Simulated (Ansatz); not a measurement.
# Stack of Hf2NOS MXene under honeycomb GaN, shifted by two thirds of the diagonal in a perpendicular field

Wanted: the out-of-plane response of the stack of Hf2NOS MXene under honeycomb GaN, shifted by two thirds of the diagonal. A positive field points along +c.

Program: Ansatz 0.2.0. Level of theory: plane-wave DFT, PBE-D3(BJ), Ansatz PAW. Results are calculated unless marked as measured.

## (1) The structure

The cell holds 7 atoms: 1 S, 2 Hf, 2 N, 1 O and 1 Ga. Cell: a = 3.214 Å, b = 3.214 Å, c = 48.387 Å, α = 90.0°, β = 90.0°, γ = 120.0°. Regions: layer 1: Hf2NOS MXene, 5 atoms (1 S, 2 Hf, 1 N and 1 O); layer 2: honeycomb GaN, 2 atoms (1 N and 1 Ga). Vacuum lies along c.

Structure file:

```cif
data_structure
_symmetry_space_group_name_H-M 'P 1'
_symmetry_Int_Tables_number 1
_cell_length_a 3.2138
_cell_length_b 3.2137
_cell_length_c 48.3865
_cell_angle_alpha 90.000
_cell_angle_beta 90.000
_cell_angle_gamma 120.000
_cell_volume 432.79
loop_
_atom_site_label
_atom_site_type_symbol
_atom_site_fract_x
_atom_site_fract_y
_atom_site_fract_z
_atom_site_occupancy
S1 S 0.33333 0.66667 0.41024 1
Hf2 Hf 0.66667 0.33333 0.44857 1
N3 N 0.00000 0.00000 0.47481 1
Hf4 Hf 0.33333 0.66667 0.50104 1
O5 O 0.66667 0.33333 0.52673 1
N6 N 0.33333 0.66667 0.58976 1
Ga7 Ga 0.00000 0.00000 0.58976 1
```

## (2) Relaxation

The starting cell is a guess, so the in-plane lattice and the atoms are relaxed first, with the slab cut off from its images along the normal.

The input, input.yaml:

```yaml
crystal:
  lattice:
    - [3.21375, 0.0, 0.0]
    - [-1.606875, 2.7831891414, 0.0]
    - [0.0, 0.0, 48.3865260446]
  atoms:
    - { symbol: S, position: [0.3333333333, 0.6666666667, 0.4102381721] }
    - { symbol: Hf, position: [0.6666666667, 0.3333333333, 0.4485687798], spin: 1.0 }
    - { symbol: "N", position: [0.0, 0.0, 0.4748062447] }
    - { symbol: Hf, position: [0.3333333333, 0.6666666667, 0.5010437096], spin: 1.0 }
    - { symbol: O, position: [0.6666666667, 0.3333333333, 0.5267277511] }
    - { symbol: "N", position: [0.3333333333, 0.6666666667, 0.5897618279] }
    - { symbol: Ga, position: [0.0, 0.0, 0.5897618279] }
  periodic: [true, true, false]
magnetization:
  spin_polarized: true
kpoints:
  mp_grid: { grid: [12, 12, 1] }
hamiltonian:
  xc: pbe
  dispersion: d3bj
scf:
  occupations: { method: fermi_dirac, width: 0.05 }
  convergence: { dr2_threshold: 1.0e-09 }
relax:
  f_tol: 0.004
  max_steps: 90
  cell: {}
output:
  write_potential: true
  write_density: true
  volumetric_format: npy
```

Launch:

```bash
$ ansatz run input.yaml --threads 4 --pin off --max-ram 6144MiB --backend cpu --events-out ev --progress --plain --runs-dir out
```

Then come: atoms held, field 0; single point, field 0.05 V/Å; atoms held, field -0.05 V/Å; atoms held, field 0.1 V/Å; single point, field 0.2 V/Å; atoms held, field 0.3 V/Å; response, atoms held; varying the input; the same run with other settings. Settings of the main run: cutoff 420 eV, 18×18×1 k-mesh, smearing width 0.02585 eV, 2 layers.

Q: Predict the step between the vacuum levels; and equivalent conductor thickness, atoms held.

An odd count of 87 valence electrons without spin polarisation leaves states at the Fermi level. The induced dipole equals that of a perfect conductor 9.21 Å thick, while the outer atoms lie 8.00 Å apart. The two faces differ: the vacuum level above lies 1.19 eV lower than the one below.

| Quantity | Value |
| --- | --- |
| gap without field | none |
| work function, upper face | 4.23 eV |
| step between the vacuum levels | -1.19 eV |
| equivalent conductor thickness, atoms held | 9.21 Å |

There is no gap over 0.03 eV, with or without the field. The first relaxation ran with spin and lost its moment, and the later runs have none; other magnetic states were not tried. Spin-orbit coupling is left out, which matters for the bands of elements this heavy. The MXene's terminations sit over the metal atoms of its far layer; the site over carbon or nitrogen, which some compounds prefer, was not run.

[Logs are printed without paths, hosts, clocks, repeated set-up lines and the standing remarks that a program may print on its own settings, such as how far it seeks lower states.]

[Hosts, paths, dates, database ids (printed as entryN), source tags and the programs' standing remarks are cut or masked in the printed files.]

[Maps of the electrostatic potential energy from Ansatz leave out the sawtooth potential of an applied field or a dipole correction, so their vacuum need not be flat; planar profiles and work functions include it.]
